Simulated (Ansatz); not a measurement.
# (ZnSe)2(MgS)1 [001] superlattice, started as zinc blende: from the cell to its phonons

Task: relax (ZnSe)2(MgS)1 [001] superlattice, started as zinc blende, then find its harmonic phonons.

Calculated with Ansatz 0.2.0; DFT PBEsol, scalar-relativistic, plane waves, PAW.

Most raw output is cut from this account.

The structure was built from a prototype and need not be the compound's stable phase.

## 1. Set-up

It takes space group Imm2 (No. 44, orthorhombic). Conventional cell: a = 3.998 Å, b = 3.998 Å, c = 16.960 Å, α = 90.00°, β = 90.00°, γ = 90.00°. Nearest to Mg lie 2 S at 2.45 Å and 2 Se at 2.45 Å. Nearest to S lie 2 Mg at 2.45 Å and 2 Zn at 2.45 Å. Se has 4 Zn at 2.45 Å nearest. Se has 2 Mg at 2.45 Å and 2 Zn at 2.45 Å nearest. Nearest to Zn lie 2 Se at 2.45 Å and 2 S at 2.45 Å. Zn has 4 Se at 2.45 Å nearest. Farther neighbours and most contacts between anions are not listed.

## 2. Rough relaxation

The start is far from rest, so a relaxation with loose tolerances brings it close first.

File input.yaml:

```yaml
crystal:
  lattice:
    - [2.82667, 2.82667, 0.0]
    - [-2.82667, 2.82667, 0.0]
    - [2.82667, 0.0, 8.48]
  atoms:
    - { symbol: Mg, position: [0.666667, 0.333333, 0.666667] }
    - { symbol: S, position: [0.083333, 0.416667, 0.833333] }
    - { symbol: Se, position: [0.416667, 0.083333, 0.166667] }
    - { symbol: Se, position: [0.75, 0.75, 0.5] }
    - { symbol: Zn, position: [0.0, 0.0, 0.0] }
    - { symbol: Zn, position: [0.333333, 0.666667, 0.333333] }
kpoints:
  mp_grid: { grid: [6, 6, 6] }
hamiltonian:
  xc: pbesol
scf:
  occupations: { method: gaussian, width: 0.1 }
output:
  forces: true
  stress: true
  eigenvalues: true
relax:
  adjacent_minimum: "off"
  f_tol: 0.05
  max_steps: 80
  cell: { stress_tol: 0.5 }
```

Launch:

```
$ ansatz run input.yaml --threads 8 --pin off --max-ram 14336MiB --backend cpu --events-out ev --progress --plain --runs-dir out
```

Wall time 9.6 s (8 threads of Intel Xeon Platinum 8488C (Sapphire Rapids), shared host); peak memory 0.78 GiB.

Relaxation path:

| step | energy less that of the first step (eV) | largest force component (eV/Å) | pressure (GPa) | volume (Å³) |
| --- | --- | --- | --- | --- |
| 1 | 0.0000 | 0.8727 | -0.21 | 135.51 |
| 2 | -0.1213 | 0.1963 | -0.25 | 135.16 |
| 3 | -0.1274 | 0.0352 | 0.01 | 134.56 |
| 4* | -0.1272 | 0.0352 | 0.01 | 134.56 |

Relaxation steps marked * repeat the geometry before them on a plane-wave basis chosen anew for their cell, so energy and pressure can jump there.

Forces are held to the 4 operations that the run works with; a distortion that breaks them can't arise in this run.

| conventional cell, symmetrised | before | after | change |
| --- | --- | --- | --- |
| a (Å) | 3.998 | 3.974 | -0.6 % |
| b (Å) | 3.998 | 3.999 | +0.0 % |
| c (Å) | 16.960 | 16.934 | -0.2 % |
| volume (Å³/atom) | 22.59 | 22.43 | -0.7 % |

The atoms that moved most (Å, as changes of fractional coordinates times the final cell):

```
atom     dx     dy      dz  length
 Mg1  0.000  0.000   0.110   0.110
  S2  0.000  0.000   0.106   0.106
 Se4  0.000  0.000  -0.068   0.068
 Se3  0.000  0.000  -0.058   0.058
 Zn6  0.000  0.000  -0.054   0.054
 Zn5  0.000  0.000  -0.037   0.037
```

The relaxed structure:

```xyz
6
Lattice="2.8276 2.8276 0.0000 -2.8101 2.8101 0.0000 2.8188 0.0087 8.4672" Properties=species:S:1:pos:R:3 pbc="T T T"
Mg    2.8276    2.8276    5.7551
S     1.4138    1.4138    7.1621
Se    1.4138    1.4138    1.3537
Se    1.4225    4.2326    4.1659
Zn    0.0000    0.0000   -0.0369
Zn    0.0087    2.8188    2.7682
```

Numbers from this step:

- pressure: 0.01159 GPa
- gap on the k-mesh: 1.690 eV
- volume per atom: 22.43 Å³
- direct gap on mesh: 1.690 eV

In this step the volume went from 22.59 to 22.43 Å³/atom.

## 3. Relaxation

The cell and atoms are relaxed, since residual forces and stress would shift the frequencies.

File input.yaml:

```yaml
crystal:
  lattice:
    - [2.8275799997, 2.8275799997, 0.0]
    - [-2.81010848, 2.81010848, 0.0]
    - [2.8188442398, 0.0087357599, 8.4672374184]
  atoms:
    - { symbol: Mg, position: [0.6601535185, 0.3398464815, 0.6796929631] }
    - { symbol: S, position: [0.0770701223, 0.4229298777, 0.8458597553] }
    - { symbol: Se, position: [0.4200620566, 0.0799379434, 0.1598758868] }
    - { symbol: Se, position: [0.7540004975, 0.7459995025, 0.491999005] }
    - { symbol: Zn, position: [0.0021787433, -0.0021787433, -0.0043574866] }
    - { symbol: Zn, position: [0.3365350618, 0.6634649382, 0.3269298764] }
kpoints:
  mp_grid: { grid: [6, 6, 6] }
hamiltonian:
  xc: pbesol
scf:
  occupations: { method: gaussian, width: 0.02 }
output:
  forces: true
  stress: true
  eigenvalues: true
  write_density: true
  write_potential: true
  elf: true
  volumetric_format: npy
relax:
  adjacent_minimum: "off"
  f_tol: 0.005
  max_steps: 80
  cell: { stress_tol: 0.05 }
```

Elapsed: 10 s, on 8 threads; peak memory 0.8 GiB; 75 s of CPU time.

The steps of the relaxation:

```csv
step,energy less that of the first step (eV),largest force component (eV/Å),pressure (GPa),volume (Å³)
1,0.0000,0.0352,0.01,134.56
2,-0.0001,0.0094,0.01,134.57
3,-0.0002,0.0038,0.00,134.59
4*,-0.0002,0.0037,0.00,134.59
```

Relaxation steps marked * repeat the geometry before them on a plane-wave basis chosen anew for their cell, so energy and pressure can jump there.

Forces are held to the 4 operations that the run works with; a distortion that breaks them can't arise in this run.

```
conventional cell, symmetrised  before   after  change
                         a (Å)   3.974   3.973  -0.0 %
                         b (Å)   3.999   3.997  -0.1 %
                         c (Å)  16.934  16.953  +0.1 %
              volume (Å³/atom)   22.43   22.43  +0.0 %
```

Final coordinates:

```cif
data_structure
_symmetry_space_group_name_H-M 'P 1'
_symmetry_Int_Tables_number 1
_cell_length_a 3.9968
_cell_length_b 3.9725
_cell_length_c 8.9326
_cell_angle_alpha 102.848
_cell_angle_beta 77.073
_cell_angle_gamma 90.000
_cell_volume 134.59
loop_
_atom_site_label
_atom_site_type_symbol
_atom_site_fract_x
_atom_site_fract_y
_atom_site_fract_z
_atom_site_occupancy
Mg1 Mg 0.66035 0.33965 0.67930 1
S2 S 0.07715 0.42285 0.84570 1
Se3 Se 0.41981 0.08019 0.16038 1
Se4 Se 0.75403 0.74597 0.49194 1
Zn5 Zn 0.00227 0.99773 0.99545 1
Zn6 Zn 0.33639 0.66361 0.32722 1
```

Numbers from this step:

```yaml
pressure: -0.002709 GPa
gap_on_the_k_mesh: 1.688 eV
direct_gap_on_mesh: 1.688 eV
```

ELF in the ac plane of the conventional cell at fractional y = 0.000, with atoms of Mg and S and Se and Zn within 0.2 Å of it. It is the smooth field of the valence electrons, not physical close to the nuclei.

Ten even steps from '_' (0.02) to '@' (0.88), each cell a mean:
```
%%%%%%**==..______::++##%%%%
::++%%@@%%++..__::**@@@@##--
**%%@@@@**::......==%%@@@@##
%%%%##--..--------::..++##%%
......____..::--::..____....
____________________________
____________________________
::::..________________....::
%%##**++--..______..==**####
==**%%%%**--....::++##%%##++
==**%%%%**--....::==##%%%%++
####**==::________..::++####
::::::......______......::::
________..............______
____________________________
====::..______________..--==
%%%%##**--..______::==**%%%%
==**##%%**--....::++##%%##++
==**%%%%++--....::==##%%##++
####**==::________..::++####
::::........______......::::
______................______
____________________________
----::________________..::--
```
Columns run along a (4.0 Å), rows up along c (17.0 Å), edges of the conventional cell, whose origin can differ from the input's. Atoms in or near the plane, at fractional coordinates: Mg at (0.50, 0.84), S at (0.00, 0.92), Se at (0.00, 0.58), Se at (0.00, 0.25), Zn at (0.50, 0.50), Zn at (0.50, 0.16).

Electrostatic potential energy in the ac plane of the conventional cell at fractional y = 0.000, with atoms of Mg and S and Se and Zn within 0.2 Å of it. With pseudopotentials it is smooth inside the atoms' cores, unlike the true potential.

Values in eV, 24 rows by 14 columns, each cell a mean:
```
 -9  -5   3   8  10  11  11  11  11  10   9   6   0  -7
-24 -30 -23  -1   7   9   9   9   9   8   5 -10 -28 -28
-24 -21 -10   2   3   0  -6  -7  -3   2   4  -2 -15 -23
  6   7   6   3  -6 -26 -34 -35 -33 -18   0   5   7   7
 10   9   8   5  -1 -12 -22 -24 -19  -7   2   6   9  10
 10  10  10   9   8   7   6   5   6   7   8   9  10  10
 11  11  11  11  11  11  11  10  11  11  11  11  11  11
 10  10  10  11  11  11  11  11  11  11  11  11  10  10
 -2   0   4   8  10  11  11  11  11  10   9   6   2  -1
 -4  -7 -12  -4   6   9  10  10  10   8   3  -9 -11  -5
 -5  -8 -12  -3   4   2  -1  -2   0   4   2  -8 -11  -6
  0   1   4   3  -9 -23 -31 -32 -29 -18  -2   4   3   0
 10  10   8   5  -6 -21 -29 -30 -26 -16   0   7   9  10
 10  10  10   9   7   5   2   1   3   6   8   9  10  10
 10  10  10  10  10  10  10  10  10  10  10  10  10  10
  9   9  10  10  10  11  11  11  11  11  10  10  10   9
 -2   0   4   8  10  10  11  11  11  10   9   7   3  -1
 -4  -7 -12  -3   7   9  10  10  10   8   4  -9 -11  -5
 -4  -8 -12  -4   4   3  -1  -2   1   4   2  -9 -11  -6
 -1   1   4   4  -8 -23 -31 -32 -29 -18  -2   4   3   0
 10  10   8   5  -7 -21 -29 -30 -27 -16   0   7   9  10
 11  10  10   9   8   5   2   1   3   6   8  10  10  11
 11  11  11  11  11  10  10  10  10  10  11  11  11  11
 10  10  10  11  11  11  11  11  11  11  11  11  10  10
```
Columns run along a (4.0 Å; values clipped at the 3rd and 97th percentile), rows up along c (17.0 Å), edges of the conventional cell, whose origin can differ from the input's. Atoms in or near the plane, at fractional coordinates: Mg at (0.50, 0.84), S at (0.00, 0.92), Se at (0.00, 0.58), Se at (0.00, 0.25), Zn at (0.50, 0.50), Zn at (0.50, 0.16).

Valence density in the ac plane of the conventional cell at fractional y = 0.000, with atoms of Mg and S and Se and Zn within 0.2 Å of it. It is the smooth field of the valence electrons, not physical close to the nuclei.

Values in e/Å³, 24 rows by 14 columns, each cell a mean:
```
 1  1  0  0  0  0  0  0  0  0  0  0  1  1
 0  1  1  1  0  0  0  0  0  0  0  1  1  1
 1  1  1  1  0  0  0  1  0  0  0  1  1  1
 0  0  0  0  0  3 14 20  9  1  0  0  0  0
 0  0  0  0  0  1  4  6  3  0  0  0  0  0
 0  0  0  0  0  0  0  0  0  0  0  0  0  0
 0  0  0  0  0  0  0  0  0  0  0  0  0  0
 0  0  0  0  0  0  0  0  0  0  0  0  0  0
 1  0  0  0  0  0  0  0  0  0  0  0  0  1
19  9  2  1  0  0  0  0  0  0  0  1  4 13
16  7  2  1  0  0  0  0  0  0  0  1  3 11
 1  0  0  0  1  3 12 19  7  1  0  0  0  0
 0  0  0  0  1  2  9 13  5  1  0  0  0  0
 0  0  0  0  0  0  0  0  0  0  0  0  0  0
 0  0  0  0  0  0  0  0  0  0  0  0  0  0
 0  0  0  0  0  0  0  0  0  0  0  0  0  0
 1  0  0  0  0  0  0  0  0  0  0  0  0  1
18  8  2  1  0  0  0  0  0  0  0  1  4 13
17  7  2  1  0  0  0  0  0  0  0  1  3 12
 1  0  0  0  1  3 11 17  7  1  0  0  0  0
 0  0  0  0  1  2  9 14  6  1  0  0  0  0
 0  0  0  0  0  0  0  0  0  0  0  0  0  0
 0  0  0  0  0  0  0  0  0  0  0  0  0  0
 0  0  0  0  0  0  0  0  0  0  0  0  0  0
```
Columns run along a (4.0 Å), rows up along c (17.0 Å), edges of the conventional cell, whose origin can differ from the input's. Atoms in or near the plane, at fractional coordinates: Mg at (0.50, 0.84), S at (0.00, 0.92), Se at (0.00, 0.58), Se at (0.00, 0.25), Zn at (0.50, 0.50), Zn at (0.50, 0.16).

In this step the volume went from 22.43 to 22.43 Å³/atom.

## 4. Tight relaxation

Phonons need a cell at rest on their own settings, so the relaxation is repeated with tight tolerances on forces and stress, using the mesh and the filling of the phonon run that follows.

File input.yaml:

```yaml
crystal:
  lattice:
    - [2.8261329557, 2.8261329557, 0.0]
    - [-2.8090105973, 2.8090105973, 0.0]
    - [2.8175717764, 0.0085611792, 8.4766210249]
  atoms:
    - { symbol: Mg, position: [0.6603506927, 0.3396493073, 0.6792986146] }
    - { symbol: S, position: [0.0771479028, 0.4228520972, 0.8457041945] }
    - { symbol: Se, position: [0.4198076062, 0.0801923938, 0.1603847875] }
    - { symbol: Se, position: [0.7540313127, 0.7459686873, 0.4919373747] }
    - { symbol: Zn, position: [0.0022730095, -0.0022730095, -0.004546019] }
    - { symbol: Zn, position: [0.3363894761, 0.6636105239, 0.3272210477] }
kpoints:
  mp_grid: { grid: [8, 8, 8] }
hamiltonian:
  xc: pbesol
scf:
  occupations: { method: fixed }
output:
  forces: true
  stress: true
  eigenvalues: true
relax:
  adjacent_minimum: "off"
  f_tol: 0.001
  max_steps: 60
  cell: { stress_tol: 0.01 }
```

The job ended after 21 s (8 threads; peak memory 0.93 GiB).

Little changed from the start: no atom moved by 0.005 Å and no cell edge by 0.1 %.

This step gave:

- pressure: 5.55e-4 GPa

The largest force component left is 0.57 meV/Å and the pressure is 0.001 GPa, within the tolerances set. The cell now holds 22.43 Å³/atom.

## 5. Zone-centre response

The zone centre is the only wavevector solved here; it holds the modes that light can see, as far as symmetry allows. The response to a homogeneous field gives the Born charges and the dielectric tensor, and its change with displacement the Raman tensors.

File input.yaml:

```yaml
crystal:
  lattice:
    - [2.8247990392, 2.8247990392, 0.0]
    - [-2.8076583325, 2.8076583325, 0.0]
    - [2.8162286858, 0.0085703534, 8.4833201566]
  atoms:
    - { symbol: Mg, position: [0.6603533291, 0.3396466709, 0.6792933419] }
    - { symbol: S, position: [0.0771242646, 0.4228757354, 0.8457514708] }
    - { symbol: Se, position: [0.4198052187, 0.0801947813, 0.1603895626] }
    - { symbol: Se, position: [0.7540320218, 0.7459679782, 0.4919359564] }
    - { symbol: Zn, position: [0.0022850255, -0.0022850255, -0.0045700509] }
    - { symbol: Zn, position: [0.3364001404, 0.6635998596, 0.3271997193] }
kpoints:
  mp_grid: { grid: [8, 8, 8] }
hamiltonian:
  xc: pbesol
scf:
  occupations: { method: fixed }
output:
  eigenvalues: true
phonons:
  method: dfpt
  dielectric: true
  rigid_motions: translations
  raman: true
```

Elapsed: 28 min, on 8 threads; peak memory 8.1 GiB; 3.1 h of CPU time.

Numbers from this step:

```
sum-rule residual before enforcement                    : 7.85e-5 eV/Å²
miss of the charge sum rule                             : 0.01234 e
estimated error of the dielectric tensor                : 0.02945
estimated error of the Born charges                     : 0.02056 e
point group                                             : mm2
highest optical mode at the zone centre (no LO-TO term) : 343.3 cm⁻¹
lowest optical zone-centre mode                         : 62.19 cm⁻¹
mean high-frequency dielectric constant                 : 6.071
largest Born charge (third of the trace)                : -2.144 e
mean static dielectric constant                         : 8.940
top of the zone-centre spectrum with the field          : 377.9 cm⁻¹
```

Without the LO-TO term. Patterns of degenerate modes are one choice out of their space. Modes at Γ, with each element's share of the kinetic energy:

| mode | frequency (cm⁻¹) | symmetry | Mg % | S % | Se % | Zn % |
| --- | --- | --- | --- | --- | --- | --- |
| 1 | 0.0 | acoustic | 7 | 9 | 46 | 38 |
| 2 | 0.0 | acoustic | 7 | 9 | 46 | 38 |
| 3 | 0.0 | acoustic | 7 | 9 | 46 | 38 |
| 4 | 62.2 | B2 | 2 | 3 | 41 | 55 |
| 5 | 67.8 | B1 | 8 | 3 | 45 | 44 |
| 6 | 72.8 | B1 | 9 | 12 | 30 | 49 |
| 7 | 94.1 | B2 | 39 | 39 | 9 | 13 |
| 8 | 146.4 | A1 | 1 | 3 | 50 | 46 |
| 9 | 177.3 | A1 | 10 | 18 | 38 | 34 |
| 10 | 205.7 | B2 | 0 | 0 | 50 | 49 |
| 11 | 210.6 | B1 | 0 | 1 | 53 | 47 |
| 12 | 213.6 | B2 | 0 | 0 | 55 | 45 |
| 13 | 216.8 | A1 | 1 | 1 | 45 | 53 |
| 14 | 260.5 | A1 | 13 | 42 | 17 | 28 |
| 15 | 262.2 | B1 | 9 | 65 | 6 | 20 |
| 16 | 280.7 | B1 | 67 | 10 | 20 | 3 |
| 17 | 338.5 | B2 | 51 | 49 | 0 | 0 |
| 18 | 343.3 | A1 | 68 | 27 | 4 | 1 |

Displacements in mode 4 (62.2 cm⁻¹), the largest set to 1:
```
Mg1 -0.41 -0.41  0.00
S2  -0.41 -0.41  0.00
Se3 -0.64 -0.64  0.00
Se4  0.81  0.81  0.00
Zn5 -0.86 -0.86  0.00
Zn6  1.00  1.00  0.00
```

Displacements in mode 9 (177.3 cm⁻¹), the largest set to 1:
```
Mg1  0.00  0.00 -0.88
S2   0.00  0.00 -1.00
Se3  0.00  0.00  0.81
Se4  0.00  0.00 -0.47
Zn5  0.00  0.00 -0.45
Zn6  0.00  0.00  0.85
```

Optical modes at the zone centre, without and with the macroscopic field of the longitudinal modes; each column is sorted by frequency, so a row need not hold one and the same mode. Modes with and without the field, by row:

```
rank among optical modes  no field (cm⁻¹)  q along (1, 0, 0) (cm⁻¹)  q along (0, 0, 1) (cm⁻¹)
                       1             62.2                      62.2                      62.2
                       2             67.8                      67.8                      67.8
                       3             72.8                      72.8                      72.8
                       4             94.1                      94.2                      94.1
                       5            146.4                     146.4                     146.8
                       6            177.3                     177.3                     177.3
                       7            205.7                     207.6                     205.7
                       8            210.6                     212.7                     210.6
                       9            213.6                     216.8                     213.6
                      10            216.8                     226.5                       238
                      11            260.5                     260.5                     260.9
                      12            262.2                     264.4                     262.2
                      13            280.7                     297.2                     280.7
                      14            338.5                     343.3                     338.5
                      15            343.3                     354.8                     377.9
```

Born charge (rows field, columns displacement) (e), principal values of the symmetric part by kind of site:

| atom | atoms with these values | low | middle | high | mean |
| --- | --- | --- | --- | --- | --- |
| Mg1 | 1 | 1.76 | 1.79 | 2.39 | 1.98 |
| S2 | 1 | -2.36 | -2.18 | -1.89 | -2.14 |
| Se3 | 1 | -1.92 | -1.88 | -1.66 | -1.82 |
| Se4 | 1 | -2.12 | -2.04 | -1.65 | -1.94 |
| Zn5 | 1 | 1.77 | 2.07 | 2.12 | 1.98 |
| Zn6 | 1 | 1.72 | 2.03 | 2.05 | 1.94 |

In full for S2:

```
-2.12  0.24  0.00
 0.24 -2.12  0.00
 0.00  0.00 -2.18
```

High-frequency dielectric tensor:

```
6.14 0.06 0.00
0.06 6.14 0.00
0.00 0.00 5.92
```

Static dielectric tensor (ions relaxed, fixed cell):

```
 9.05 -0.06  0.00
-0.06  9.05  0.00
 0.00  0.00  8.73
```

Transverse modes. Lines of the infrared spectrum (strongest = 100):

```
position (cm⁻¹)  label  relative intensity
             62     B2                 0.1
             68     B1                 0.2
             73     B1                 0.0
             94     B2                 0.3
            146     A1                 0.9
            177     A1                 0.2
            206     B2                  46
            211     B1                  43
            214     B2                  20
            217     A1                  61
            260     A1                 0.8
            262     B1                  19
            281     B1                  85
            338     B2                  70
            343     A1                 100
```

(Part 1 of 2 ends here.)

[Logs are printed without paths, hosts, clocks, repeated set-up lines and the standing remarks that a program may print on its own settings, such as how far it seeks lower states.]

[Hosts, paths, dates, database ids (printed as entryN), source tags and the programs' standing remarks are cut or masked in the printed files.]
